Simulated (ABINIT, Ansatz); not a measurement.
# CaHClO (P6_3mc): G0W0 with ABINIT, start to end

How does a plane-wave GW calculation on CaHClO (P6_3mc) run from the first input to the gap?

Program: ABINIT 10.8.3. Level of theory: LDA and many-body steps on it, plane waves. Results are calculated unless marked as measured.

This is a report of a sequence of runs, with most program output left out.

## (1) Starting point

The structure is hexagonal, space group P6_3mc (No. 186). Conventional cell: a = 3.870 Å, b = 3.870 Å, c = 9.810 Å, α = 90.00°, β = 90.00°, γ = 120.00°. Ca has 3 O at 2.33 Å and 3 H at 2.77 Å and 4 Cl at 2.87 to 3.11 Å nearest. Nearest to H lie 1 O at 0.97 Å. Nearest to Cl lie 3 H at 2.67 Å and 4 Ca at 2.87 to 3.11 Å. Nearest to O lie 1 H at 0.97 Å and 3 Ca at 2.33 Å. Farther neighbours and most contacts between anions are not listed.

The cell and positions are those that the Materials Project relaxed with its own functionals (PBE, PBE+U or r2SCAN), kept fixed.

## (2) Ground state

This step: ABINIT 10.8.3; DFT, LDA, plane waves, norm-conserving pseudopotentials.

The ground-state density comes first.

File run.abi:

```
acell 3*1.0 Angstrom
rprim 
  3.869837503795 0.000000000001 0.000000000000
  -1.934918751899 3.351377586804 0.000000000000
  0.000000000000 0.000000000000 9.809829070000
ntypat 4
znucl 20 1 17 8
natom 8
typat 1 1 2 2 3 3 4 4
xred 
  0.333333333333 0.666666666667 0.000072350000
  0.666666666667 0.333333333333 0.500072350000
  0.000000000000 0.000000000000 0.166937970000
  0.000000000000 0.000000000000 0.666937970000
  0.333333333333 0.666666666667 0.316666000000
  0.666666666667 0.333333333333 0.816666000000
  0.000000000000 0.000000000000 0.068122680000
  0.000000000000 0.000000000000 0.568122680000
pp_dirpath "pseudos"
pseudos "Ca.upf, H.upf, Cl.upf, O.upf"
ecut 36
ngkpt 6 6 2
nshiftk 1
shiftk 0 0 0
kptopt 1
chksymbreak 0
nband 32
occopt 1
tolvrs 1e-10
nstep 60
prtwf 0
optforces 0
optstress 0
indata_prefix "in"
outdata_prefix "out"
tmpdata_prefix "tmp"
```

Launch:

```
$ OMP_NUM_THREADS=1 mpirun -n 4 abinit run.abi > log
```

Wall time 68 s (4 MPI ranks of Arm Neoverse V1, shared host); peak memory 0.46 GiB; 4.5 min of CPU time.

This step gave:

```
total energy               : -3940.0696 eV
gap                        : 5.066 eV
k of the valence top       : 0, 0, 0
k of the conduction bottom : 0, 0, 0
least direct gap           : 5.066 eV
```

The gap is direct, at Γ.

## (3) Empty states on the mesh, 3×3×2 mesh, 443 bands

The sums over transitions need many empty states on a uniform mesh; this step solves for them.

run.abi, as its differences from that of step 2:

```diff
@@ -21,3 +21,3 @@
 ecut 36
-ngkpt 6 6 2
+ngkpt 3 3 2
 nshiftk 1
@@ -26,9 +26,10 @@
 chksymbreak 0
-nband 32
-occopt 1
-tolvrs 1e-10
+iscf -2
+irdden 1
+istwfk *1
+nband 443
+nbdbuf 40
+tolwfr 1e-09
 nstep 60
-prtwf 0
-optforces 0
-optstress 0
+prtvol 0
 indata_prefix "in"
```

Wall time 11 min (4 MPI ranks); peak memory 0.79 GiB; 44 min of CPU time.

This step gave:

```yaml
gap: 5.066 eV
k_of_the_valence_top: 0, 0, 0
k_of_the_conduction_bottom: 0, 0, 0
least_direct_gap: 5.066 eV
k_points_computed: 6
lowest_point_of_the_top_converged_band_above_the_valence_top: 112.2755 eV
```

On this mesh the gap is 5.066 eV.

## (4) Screening, 3×3×2 mesh, 403 bands, screening to 217.7 eV

The RPA dielectric matrix is built and inverted for each q.

This step: RPA screening on LDA, plane waves, norm-conserving pseudopotentials.

run.abi, as its differences from that of step 3:

```diff
@@ -26,10 +26,11 @@
 chksymbreak 0
-iscf -2
-irdden 1
 istwfk *1
-nband 443
-nbdbuf 40
-tolwfr 1e-09
-nstep 60
-prtvol 0
+occopt 1
+irdwfk 1
+optdriver 3
+nband 403
+ecuteps 8
+inclvkb 2
+awtr 1
+symchi 1
 indata_prefix "in"
```

Elapsed: 9.2 min, on 4 MPI ranks; peak memory 4.2 GiB; 37 min of CPU time.

This step gave:

| Item | Value |
| --- | --- |
| ε∞ with local fields, on this mesh, along the program's q direction | 2.953 |
| the same without local fields | 3.376 |
| plasma frequency | 22.81 eV |
| plane waves in the screening matrix | 935 |

Local fields lower ε∞ by 13 %. On a Γ-centred mesh this coarse the value itself is usually too large, while a short band sum pulls it down.

## (5) Self-energy, 3×3×2 mesh, 403 bands, screening to 217.7 eV

The self-energy is evaluated for the states that the input lists, and the levels follow from it, in one-shot runs by the linearised quasiparticle equation.

This step: G0W0 on LDA, plane waves, norm-conserving pseudopotentials.

run.abi, as its differences from that of step 4:

```diff
@@ -29,8 +29,15 @@
 irdwfk 1
-optdriver 3
+optdriver 4
 nband 403
+gwcalctyp 0
+ecutsigx 36
+symsigma 1
+nkptgw 1
+kptgw 
+  0.0000000000 0.0000000000 0.0000000000
+bdgw 
+  23 26
 ecuteps 8
-inclvkb 2
-awtr 1
-symchi 1
+irdscr 1
+ppmodel 1
 indata_prefix "in"
```

Wall time 1.7 min (4 MPI ranks); peak memory 4.7 GiB; 6.9 min of CPU time.

Numbers from this step:

* G0W0 gap on the points computed: 7.794 eV
* starting gap on the mesh: 5.066 eV
* k of the valence top: 0, 0, 0
* k of the conduction bottom: 0, 0, 0
* Z at the valence top: 0.806
* Z at the conduction bottom: 0.857
* least direct G0W0 gap on the computed points: 7.794 eV

The gap on the mesh goes from 5.07 eV to 7.79 eV, a correction of +2.73 eV.

Limits: finite bands, cutoff and mesh; coarse k mesh. v1 is the top filled band, c1 the lowest empty one. The levels before and after the correction (eV, zero at the valence-band top of each column):

```csv
,conduction bottom,valence top
Kohn-Sham,5.07,0.00
G0W0,7.79,0.00
```

```csv
,level,energy (eV)
Kohn-Sham,Γ v2-v1,0.000
Kohn-Sham,Γ c1,5.066
Kohn-Sham,Γ c2,5.990
G0W0,Γ v2-v1,0.000
G0W0,Γ c1,7.794
G0W0,Γ c2,9.277
```

## (6) Where the time went

Times are wall times on 4 MPI ranks of Arm Neoverse V1, shared host, good to a factor of about two.

```csv
step,time,share,memory (GiB)
ground state,68 s,5 %,0.46
empty states on the mesh,11 min,48 %,0.79
screening,9.2 min,40 %,4.2
self-energy,1.7 min,8 %,4.7
```

## (7) Outcome

```yaml
lda_gap: 5.07 eV, direct
g0w0_gap_on_the_mesh: 7.79 eV
gw_settings: 3×3×2 mesh, 403 bands, screening to 217.7 eV, Godby-Needs plasmon pole
known_limits: not at the basis limit; coarse k mesh
```

In words: G0W0 moves the gap on the mesh from 5.07 eV to 7.79 eV (+2.73 eV), with Z of 0.81 and 0.86 at the edges. Local fields lower the RPA ε∞ on this mesh from 3.38 to 2.95; a Γ-centred mesh this coarse tends to raise both, most where the direct gap is narrow, while a short band sum lowers them. Only 1 of the mesh's irreducible points was corrected, so a valley elsewhere could overtake. Bands and cutoff are finite, so the gap is not at the basis limit. The miss can reach some tenths of an eV and take either sign; the mesh is an error of its own. In the G0W0 run levels were corrected at 1 k point alone, so a gap called «on the mesh» is the least over those, and an edge elsewhere would be missed. The 3×3×2 mesh is coarse for this cell, which bears on the long-range parts of exchange and screening.

[Paths, hosts, dates, memory and timing lines, banners, echoed tables and standing remarks are left out of the program output.]

[Logs are printed without paths, hosts, clocks, repeated set-up lines and the standing remarks that a program may print on its own settings, such as how far it seeks lower states.]

[Runs of the session that timed out or met a known fault of the program may be left out.]

[Hosts, paths, dates, database ids (printed as entryN), source tags and the programs' standing remarks are cut or masked in the printed files.]

[G0W0 gaps are taken among the corrected bands and points alone; a level outside them can change the order at an edge.]

[Where Ansatz stands beside ABINIT at settings called matched, ABINIT's density can come from a denser mesh and the files from another edition; pairs whose starting gaps differed by over 0.03 eV were left out, so agreement reads better than it is.]
